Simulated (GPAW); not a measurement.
## An Al chain with a Na atom on top of one atom: transmission at several levels

Aim: T(E), conductance and thermopower of an Al chain with a Na atom on top of one atom, and what cheaper settings cost in accuracy.

Program: GPAW 26.7.0. Level of theory: GPAW LCAO, PAW setups; Landauer transmission from Green's functions with principal layers (ASE), zero bias. Results are calculated unless marked as measured.

Most raw output is cut from this account.

## Step 1: Set-up

The cell holds 14 atoms: 13 Al and 1 Na. Its edges and angles: a = 9.000 Å, b = 9.000 Å, c = 31.200 Å, α = 90.0°, β = 90.0°, γ = 90.0°. Regions: left lead, 6 atoms (6 Al); channel, 2 atoms (1 Al and 1 Na); right lead, 6 atoms (6 Al). Vacuum lies along a and b. The structure is stacked along c, and the current runs across the ab planes.

## Step 2: Double-zeta polarised basis

The script solves lead and junction separately, takes H and S in the orbital basis, and joins semi-infinite leads through their self-energies; the dzp basis is the working standard.

run.py reads:

```python
import json
import numpy as np
from ase import Atoms
from ase.transport.calculators import TransportCalculator
from gpaw import GPAW, FermiDirac
from gpaw.lcao.tools import get_lcao_hamiltonian
from scipy.linalg import eigh

# The junction with lead layers at both ends, along the third cell vector
device = Atoms(
    ['Al', 'Al', 'Al', 'Al', 'Al', 'Al', 'Al', 'Na', 'Al', 'Al', 'Al', 'Al', 'Al', 'Al'],
    positions=[
        [4.50000, 4.50000, 1.20000],
        [4.50000, 4.50000, 3.60000],
        [4.50000, 4.50000, 6.00000],
        [4.50000, 4.50000, 8.40000],
        [4.50000, 4.50000, 10.80000],
        [4.50000, 4.50000, 13.20000],
        [4.50000, 4.50000, 15.60000],
        [7.18880, 4.50000, 15.60000],
        [4.50000, 4.50000, 18.00000],
        [4.50000, 4.50000, 20.40000],
        [4.50000, 4.50000, 22.80000],
        [4.50000, 4.50000, 25.20000],
        [4.50000, 4.50000, 27.60000],
        [4.50000, 4.50000, 30.00000]],
    cell=[[9.0, 0.0, 0.0], [0.0, 9.0, 0.0], [0.0, 0.0, 31.2]],
    pbc=True)

# One principal layer of the lead: the first 4 atoms of the device
lead = Atoms(
    ['Al', 'Al', 'Al', 'Al'],
    positions=[
        [4.50000, 4.50000, 1.20000],
        [4.50000, 4.50000, 3.60000],
        [4.50000, 4.50000, 6.00000],
        [4.50000, 4.50000, 8.40000]],
    cell=[[9.0, 0.0, 0.0], [0.0, 9.0, 0.0], [0.0, 0.0, 9.6]],
    pbc=True)

settings = dict(mode='lcao', basis='dzp', xc='PBE', h=0.2,
                occupations=FermiDirac(0.1), maxiter=250,
                mixer=dict(beta=0.1, nmaxold=8, weight=100.0),
                convergence=dict(density=0.0001))
energies = np.arange(-3, 3 + 1e-9, 0.075)
eta = 0.0001
n1, n2 = 1, 1
# k and -k transmit alike, so half of the mesh across the current serves
mesh = [(i, j) for i in range(n1) for j in range(n2) if (i, j) <= (-i % n1, -j % n2)]
weights = np.array([1 if (i, j) == (-i % n1, -j % n2) else 2 for i, j in mesh]) / (n1 * n2)

# [... helper functions left out ...]
fermi_lead = ground_state(lead, (1, 1, 12), 'lead.txt')
fermi_device = ground_state(device, (1, 1, 3), 'device.txt')
# [... loop over the mesh left out, but for ...]
        # Shift the lead onto the potential of the device's first layer
        shift = ((H[:, 0, 0] - H0[:, 0, 0]) / S0[0, 0]).real.mean()
# [...]
kT = 8.617333e-5 * 300
bias = [0.1, 0.2, 0.5, 1.0, 1.5, 2.0]
# [... integrals and printing left out ...]
```

Started as:

```console
$ OMP_NUM_THREADS=1 OPENBLAS_NUM_THREADS=1 python run.py
```

Elapsed: 90 s, on 1 thread of Intel Xeon Platinum 8259CL at 2.50GHz (Skylake/Cascade Lake), shared host; peak memory 1.1 GiB.

Numbers from this step:

| Quantity | Value |
| --- | --- |
| conductance | 1.915 G₀ |
| largest coupling past the next principal layer | 1.20e-15 eV |
| largest misfit of the first principal layer | 0.009554 eV |
| shift that aligns the lead | 0.001296 eV |
| basis functions of the junction | 186 |
| basis functions of a principal layer | 52 |
| transmission at the Fermi level (one spin) | 1.919 |

One spin. Table of transmission, zone mean by energy, zero at the Fermi level:

```
energy (eV)  transmission, zone mean
    -3.0000                    0.998
    -2.7750                    0.998
    -2.4750                    0.998
    -2.2500                    0.998
    -2.0250                    0.998
    -1.7250                    0.998
    -1.5000                    0.996
    -1.2750                   1.8e-6
    -0.9750                  2.1e-10
    -0.7500                  6.2e-10
    -0.5250                  6.8e-11
    -0.2250                     1.75
     0.0000                     1.92
     0.2250                     1.94
     0.5250                     1.95
     0.7500                     1.96
     0.9750                     2.86
     1.2750                     2.94
     1.3500                     2.95
     1.5000                     2.93
     1.7250                     2.27
     2.0250                     2.95
     2.2500                     2.96
     2.4750                     2.96
     2.7750                     2.95
     3.0000                     2.93
```

Not self-consistent under bias; the bias window is split evenly. Table of current through one cell, from the zero-bias transmission by bias:

| bias (V) | current through one cell, from the zero-bias transmission (μA) |
| --- | --- |
| 0.100 | 14.8 |
| 0.200 | 29.6 |
| 0.500 | 72.9 |
| 1.000 | 124 |
| 1.500 | 162 |
| 2.000 | 204 |

The transmission of the three most open eigenchannels by energy, zero at the Fermi level:

| energy (eV) | channel 1 | channel 2 | channel 3 |
| --- | --- | --- | --- |
| -3.0000 | 0.998 | 6.3e-11 | 0 |
| -2.7750 | 0.998 | 6.2e-11 | 0 |
| -2.4750 | 0.998 | 6.1e-11 | 0 |
| -2.2500 | 0.998 | 5.9e-11 | 0 |
| -2.0250 | 0.998 | 5.8e-11 | 0 |
| -1.7250 | 0.998 | 5.6e-11 | 0 |
| -1.5000 | 0.996 | 5.5e-11 | 0 |
| -1.2750 | 1.8e-6 | 5.3e-11 | 0 |
| -0.9750 | 1.5e-10 | 6.0e-11 | 0 |
| -0.7500 | 4.9e-10 | 1.2e-10 | 2.3e-12 |
| -0.5250 | 4.1e-11 | 1.1e-11 | 8.3e-12 |
| -0.2250 | 0.955 | 0.800 | 3.8e-11 |
| 0.0000 | 0.992 | 0.927 | 3.2e-11 |
| 0.2250 | 0.993 | 0.948 | 2.0e-11 |
| 0.5250 | 0.990 | 0.964 | 3.7e-11 |
| 0.7500 | 0.990 | 0.973 | 1.5e-9 |
| 0.9750 | 0.992 | 0.986 | 0.884 |
| 1.2750 | 0.997 | 0.994 | 0.954 |
| 1.5000 | 0.999 | 0.995 | 0.938 |
| 1.7250 | 0.996 | 0.996 | 0.277 |
| 2.0250 | 0.997 | 0.993 | 0.958 |
| 2.2500 | 0.997 | 0.992 | 0.970 |
| 2.4750 | 0.997 | 0.992 | 0.971 |
| 2.7750 | 0.997 | 0.992 | 0.965 |
| 3.0000 | 0.997 | 0.992 | 0.946 |

Couplings past the next layer reach 1.2e-15 eV, small enough to drop; the matrix elements of the cell's first layer differ from the bulk lead's by up to 0.0096 eV. That layer keeps its own values in the calculation, and only beyond it is the lead taken as perfect. The Fermi levels of lead and junction count from different zeros of potential, one for each periodic cell; with both set to zero, the small remaining shift is what aligns them. By hand: G = 1.915 × 77.48 μS = 148 μS, a resistance of 6.74 kΩ; at 0.1 V a linear junction would pass 14.8 μA, and the integral over the bias window gives 14.8 μA.

## Step 3: GPAW, szp: basis = "szp(dzp)"

One radial function a shell plus polarisation makes the matrices smaller; the question is what that costs.

run.py: that of step 2 with these lines changed.

```diff
@@ -40,3 +40,3 @@
 
-settings = dict(mode='lcao', basis='dzp', xc='PBE', h=0.2,
+settings = dict(mode='lcao', basis='szp(dzp)', xc='PBE', h=0.2,
                 occupations=FermiDirac(0.1), maxiter=250,
```

The job ended after 85 s (1 thread; peak memory 1.1 GiB).

Numbers from this step:

* conductance: 1.931 G₀
* largest misfit of the first principal layer: 0.01999 eV
* shift that aligns the lead: 0.002783 eV
* basis functions of the junction: 127
* basis functions of a principal layer: 36
* transmission at the Fermi level (one spin): 1.934

One spin. Transmission, zone mean against energy, zero at the Fermi level:

```
energy (eV)  transmission, zone mean
    -3.0000                    0.998
    -2.7750                    0.999
    -2.4750                    0.999
    -2.2500                    0.998
    -2.0250                    0.998
    -1.7250                    0.995
    -1.5000                    0.982
    -1.2750                   1.1e-8
    -0.9750                  7.1e-11
    -0.7500                  1.8e-11
    -0.5250                  8.0e-12
    -0.2250                     1.77
     0.0000                     1.93
     0.2250                     1.95
     0.5250                     1.96
     0.7500                     1.92
     0.9750                     2.94
     1.2750                     2.96
     1.5000                     2.96
     1.7250                     2.96
     2.0250                     2.28
     2.2500                     2.94
     2.4750                     2.96
     2.7750                     2.96
     3.0000                     2.95
```

Not self-consistent under bias; the bias window is split evenly. Table of current through one cell, from the zero-bias transmission by bias:

| bias (V) | current through one cell, from the zero-bias transmission (μA) |
| --- | --- |
| 0.100 | 15.0 |
| 0.200 | 29.9 |
| 0.500 | 73.2 |
| 1.000 | 119 |
| 1.500 | 157 |
| 2.000 | 210 |

The transmission of the three most open eigenchannels by energy, zero at the Fermi level:

```csv
energy (eV),channel 1,channel 2,channel 3
-3.00,0.998,0,0
-2.85,0.999,0,0
-2.70,0.999,0,0
-2.55,0.999,0,0
-2.33,0.998,0,0
-2.17,0.998,0,0
-2.02,0.998,0,0
-1.88,0.997,0,0
-1.73,0.995,0,0
-1.57,0.989,0,0
-1.35,5.0e-7,0,0
-1.20,1.6e-9,0,0
-1.05,1.6e-10,0,0
-0.90,3.8e-11,0,0
-0.75,1.8e-11,0,0
-0.60,6.9e-12,0,0
-0.38,1.7e-6,2.3e-7,4.9e-12
-0.23,0.957,0.816,4.9e-12
-0.07,0.990,0.924,6.2e-12
0.00,0.994,0.940,7.6e-12
0.07,0.995,0.948,1.0e-11
0.23,0.994,0.956,2.2e-11
0.38,0.992,0.963,7.6e-11
0.60,0.991,0.972,2.2e-9
0.75,0.992,0.930,1.3e-5
0.90,0.993,0.976,0.951
1.05,0.993,0.986,0.965
1.20,0.994,0.990,0.972
1.35,0.995,0.992,0.975
1.57,0.996,0.995,0.974
1.73,0.997,0.997,0.965
1.88,0.999,0.997,0.906
2.02,0.999,0.997,0.288
2.17,0.998,0.997,0.922
2.33,0.998,0.996,0.957
2.55,0.998,0.995,0.966
2.70,0.998,0.994,0.967
2.85,0.998,0.994,0.965
3.00,0.998,0.993,0.960
```

The conductance, 1.93 G₀, lies 0.8 % above that of the dzp run.

## Step 4: Minimal basis

The minimal basis is the cheapest rung: no second zeta and no polarisation.

run.py: that of step 3 with these lines changed.

```diff
@@ -40,3 +40,3 @@
 
-settings = dict(mode='lcao', basis='szp(dzp)', xc='PBE', h=0.2,
+settings = dict(mode='lcao', basis='sz(dzp)', xc='PBE', h=0.2,
                 occupations=FermiDirac(0.1), maxiter=250,
```

The job ended after 50 s (1 thread; peak memory 0.95 GiB).

This step gave:

| Quantity | Value |
| --- | --- |
| conductance | 1.936 G₀ |
| largest coupling past the next principal layer | 1.12e-15 eV |
| largest misfit of the first principal layer | 0.02234 eV |
| shift that aligns the lead | 0.003421 eV |
| basis functions of the junction | 59 |
| basis functions of a principal layer | 16 |
| transmission at the Fermi level (one spin) | 1.938 |

One spin. The transmission, zone mean by energy, zero at the Fermi level:

```
energy (eV)  transmission, zone mean
      -3.00                    0.998
      -2.85                    0.998
      -2.70                    0.997
      -2.55                    0.997
      -2.33                    0.995
      -2.17                    0.992
      -2.02                    0.986
      -1.88                    0.968
      -1.73                    0.284
      -1.57                   3.1e-9
      -1.35                  8.0e-11
      -1.20                  2.1e-11
      -1.05                  8.5e-12
      -0.90                  4.8e-12
      -0.75                  4.8e-12
      -0.60                  4.4e-12
      -0.38                     1.32
      -0.23                     1.82
      -0.07                     1.92
       0.00                     1.94
       0.07                     1.95
       0.23                     1.95
       0.38                     1.95
       0.60                     1.92
       0.75                     2.86
       0.90                     2.91
       1.05                     2.93
       1.20                     2.94
       1.35                     2.94
       1.57                     2.95
       1.73                     2.94
       1.88                     2.93
       2.02                     2.85
       2.17                     2.27
       2.33                     2.91
       2.55                     2.95
       2.70                     2.95
       2.85                     2.95
       3.00                     2.94
```

The conductance, 1.94 G₀, lies 1.1 % above that of the dzp run.

## Step 5: revPBE in the dzp basis: xc = "revPBE"

Back in the dzp basis, the functional changes from PBE to revPBE, to set the spread between functionals beside that between bases.

run.py: that of step 4 with these lines changed.

```diff
@@ -40,3 +40,3 @@
 
-settings = dict(mode='lcao', basis='sz(dzp)', xc='PBE', h=0.2,
+settings = dict(mode='lcao', basis='dzp', xc='revPBE', h=0.2,
                 occupations=FermiDirac(0.1), maxiter=250,
```

Run time: 92 s. Hardware: 1 thread; peak memory 1.1 GiB.

This step gave:

```yaml
conductance: 1.919 G₀
largest_coupling_past_the_next_principal_layer: 1.20e-15 eV
largest_misfit_of_the_first_principal_layer: 0.01051 eV
shift_that_aligns_the_lead: 0.001419 eV
basis_functions_of_the_junction: 186
basis_functions_of_a_principal_layer: 52
transmission_at_the_fermi_level_one_spin: 1.922
```

One spin. The transmission, zone mean by energy, zero at the Fermi level:

energy (eV), transmission, zone mean and a bar:
```
  -3.0000       1.00 ##########
  -2.7750       1.00 ##########
  -2.4750       1.00 ##########
  -2.2500       1.00 ##########
  -2.0250       1.00 ##########
  -1.7250       1.00 ##########
  -1.5000       1.00 ##########
  -1.2750       0.00 
  -0.9750       0.00 
  -0.7500       0.00 
  -0.5250       0.00 
  -0.2250       1.76 ##################
   0.0000       1.92 ###################
   0.2250       1.94 ####################
   0.5250       1.96 ####################
   0.7500       1.97 ####################
   0.9750       1.84 ###################
   1.2750       2.94 ##############################
   1.3500       2.94 ##############################
   1.5000       2.93 ##############################
   1.7250       2.68 ###########################
   2.0250       2.95 ##############################
   2.2500       2.96 ##############################
   2.4750       2.96 ##############################
   2.7750       2.95 ##############################
   3.0000       2.93 ##############################
```

The conductance equals that of the dzp run to 0.2 %.

## Step 6: Cost and result by level

Times are for 1 thread of Intel Xeon Platinum 8259CL at 2.50GHz (Skylake/Cascade Lake), shared host. The runs compared:

| no. | run | conductance (G₀) | time | memory (GiB) |
| --- | --- | --- | --- | --- |
| 1 | dzp | 1.915 | 90 s | 1.1 |
| 2 | szp | 1.931 | 85 s | 1.1 |
| 3 | sz | 1.936 | 50 s | 0.95 |
| 4 | dzp revPBE | 1.919 | 92 s | 1.1 |

## Step 7: The levels side by side

The curves are compared point by point over the common energies.

This step: comparison of transmission and cost over codes and levels (GPAW 26.7.0).

Ladder, by row:

```csv
step,code,T at the Fermi level (sum over the listed spins),conductance (G0),r.m.s. T(E) from the first,wall time (s),peak memory (GiB),threads
dzp,GPAW,1.919,1.915,0,89.73,1.08,1
szp,GPAW,1.934,1.931,0.2399,84.91,1.06,1
sz,GPAW,1.938,1.936,0.3565,49.67,0.95,1
dzp-revPBE,GPAW,1.922,1.919,0.1314,92.46,1.09,1
```

Transmission, zone mean, sum over the listed spins against energy, zero at the Fermi level:

| energy (eV) | dzp | szp | sz | dzp-revPBE |
| --- | --- | --- | --- | --- |
| -3.0000 | 0.998 | 0.998 | 0.998 | 0.998 |
| -2.7750 | 0.998 | 0.999 | 0.997 | 0.998 |
| -2.4750 | 0.998 | 0.999 | 0.996 | 0.998 |
| -2.2500 | 0.998 | 0.998 | 0.994 | 0.998 |
| -2.0250 | 0.998 | 0.998 | 0.986 | 0.998 |
| -1.7250 | 0.998 | 0.995 | 0.284 | 0.998 |
| -1.5000 | 0.996 | 0.982 | 6.4e-10 | 0.996 |
| -1.2750 | 1.8e-6 | 1.1e-8 | 3.8e-11 | 1.4e-6 |
| -0.9750 | 2.1e-10 | 7.1e-11 | 6.1e-12 | 1.9e-10 |
| -0.7500 | 6.2e-10 | 1.8e-11 | 4.8e-12 | 4.7e-11 |
| -0.5250 | 6.8e-11 | 8.0e-12 | 6.7e-11 | 6.7e-11 |
| -0.2250 | 1.75 | 1.77 | 1.82 | 1.76 |
| 0.0000 | 1.92 | 1.93 | 1.94 | 1.92 |
| 0.2250 | 1.94 | 1.95 | 1.95 | 1.94 |
| 0.5250 | 1.95 | 1.96 | 1.95 | 1.96 |
| 0.7500 | 1.96 | 1.92 | 2.86 | 1.97 |
| 0.9750 | 2.86 | 2.94 | 2.92 | 1.84 |
| 1.2750 | 2.94 | 2.96 | 2.94 | 2.94 |
| 1.3500 | 2.95 | 2.96 | 2.94 | 2.94 |
| 1.5000 | 2.93 | 2.96 | 2.94 | 2.93 |
| 1.5750 | 2.89 | 2.96 | 2.95 | 2.85 |
| 1.7250 | 2.27 | 2.96 | 2.94 | 2.68 |
| 2.0250 | 2.95 | 2.28 | 2.85 | 2.95 |
| 2.2500 | 2.96 | 2.94 | 2.83 | 2.96 |
| 2.4750 | 2.96 | 2.96 | 2.94 | 2.96 |
| 2.7750 | 2.95 | 2.96 | 2.95 | 2.95 |
| 3.0000 | 2.93 | 2.95 | 2.94 | 2.93 |

## Step 8: Mixing 0.02, temperature 700: beta = 0.02, nmaxold = 12 and temperature = 700

Mixing changes the road to self-consistency, not its end. The mixing history changes the road to self-consistency, not its end. Temperature enters only through the Fermi window.

This step: GPAW LCAO, PAW setups; Landauer transmission from Green's functions with principal layers (ASE), zero bias (GPAW 26.7.0).

run.py: that of step 5 with these lines changed.

```diff
@@ -40,5 +40,5 @@
 
-settings = dict(mode='lcao', basis='dzp', xc='revPBE', h=0.2,
+settings = dict(mode='lcao', basis='dzp', xc='PBE', h=0.2,
                 occupations=FermiDirac(0.1), maxiter=250,
-                mixer=dict(beta=0.1, nmaxold=8, weight=100.0),
+                mixer=dict(beta=0.02, nmaxold=12, weight=100.0),
                 convergence=dict(density=0.0001))
@@ -58,3 +58,3 @@
 # [...]
-kT = 8.617333e-5 * 300
+kT = 8.617333e-5 * 700
 bias = [0.1, 0.2, 0.5, 1.0, 1.5, 2.0]
```

It took 94 s on 1 thread; peak memory 1.2 GiB.

This step gave:

```
conductance                                    : 1.898 G₀
largest coupling past the next principal layer : 1.29e-15 eV
largest misfit of the first principal layer    : 0.009409 eV
shift that aligns the lead                     : 0.001098 eV
transmission at the Fermi level (one spin)     : 1.919
```

One spin. Transmission, zone mean against energy, zero at the Fermi level:

```csv
energy (eV),"transmission, zone mean"
-3.00,0.998
-2.77,0.998
-2.55,0.998
-2.40,0.998
-2.17,0.998
-1.95,0.998
-1.73,0.998
-1.57,0.997
-1.35,0.989
-1.12,1.9e-9
-0.90,1.2e-10
-0.75,2.8e-9
-0.53,6.8e-11
-0.30,1.55
-0.07,1.90
0.00,1.92
0.07,1.93
0.30,1.94
0.53,1.95
0.75,1.96
0.90,1.94
1.12,2.93
1.35,2.95
1.57,2.89
1.73,2.26
1.95,2.94
2.17,2.96
2.40,2.96
2.55,2.96
2.77,2.95
3.00,2.93
```

Not self-consistent under bias; the bias window is split evenly. Table of current through one cell, from the zero-bias transmission by bias:

```
bias (V)  current through one cell, from the zero-bias transmission (μA)
   0.100                                                            14.7
   0.200                                                            29.3
   0.500                                                            71.3
   1.000                                                             123
   1.500                                                             162
   2.000                                                             206
```

Transmission of the three most open eigenchannels against energy, zero at the Fermi level:

```
energy (eV)  channel 1  channel 2  channel 3
      -3.00      0.998    6.3e-11          0
      -2.77      0.998    6.2e-11          0
      -2.55      0.998    6.1e-11          0
      -2.40      0.998    6.0e-11          0
      -2.17      0.998    5.9e-11          0
      -1.95      0.998    5.8e-11          0
      -1.73      0.998    5.6e-11          0
      -1.57      0.997    5.5e-11          0
      -1.35      0.989    5.4e-11          0
      -1.12     1.9e-9    5.4e-11          0
      -0.90    6.0e-11    6.0e-11          0
      -0.75     2.7e-9    1.4e-10    2.1e-12
      -0.53    4.1e-11    1.1e-11    8.4e-12
      -0.30      0.891      0.662    3.9e-11
      -0.07      0.988      0.907    3.5e-11
       0.00      0.992      0.927    3.2e-11
       0.07      0.994      0.937    2.7e-11
       0.30      0.992      0.951    2.1e-11
       0.53      0.990      0.964    3.7e-11
       0.75      0.990      0.973     1.5e-9
       0.90      0.991      0.950     1.4e-6
       1.12      0.994      0.993      0.943
       1.35      0.998      0.994      0.955
       1.57      0.999      0.995      0.892
       1.73      0.996      0.996      0.271
       1.95      0.997      0.993      0.947
       2.17      0.997      0.992      0.968
       2.40      0.997      0.992      0.971
       2.55      0.997      0.992      0.970
       2.77      0.997      0.992      0.965
       3.00      0.997      0.992      0.946
```

With these changes, and at 700 K in place of 300 K, the conductance is 1.90 G₀ against 1.92 in the dzp run; T at the Fermi level, which temperature doesn't enter, is 1.92 against 1.92.

[end of part 1 of 2]

[Logs are printed without paths, hosts, clocks, repeated set-up lines and the standing remarks that a program may print on its own settings, such as how far it seeks lower states.]

[Hosts, paths, dates, database ids (printed as entryN), source tags and the programs' standing remarks are cut or masked in the printed files.]
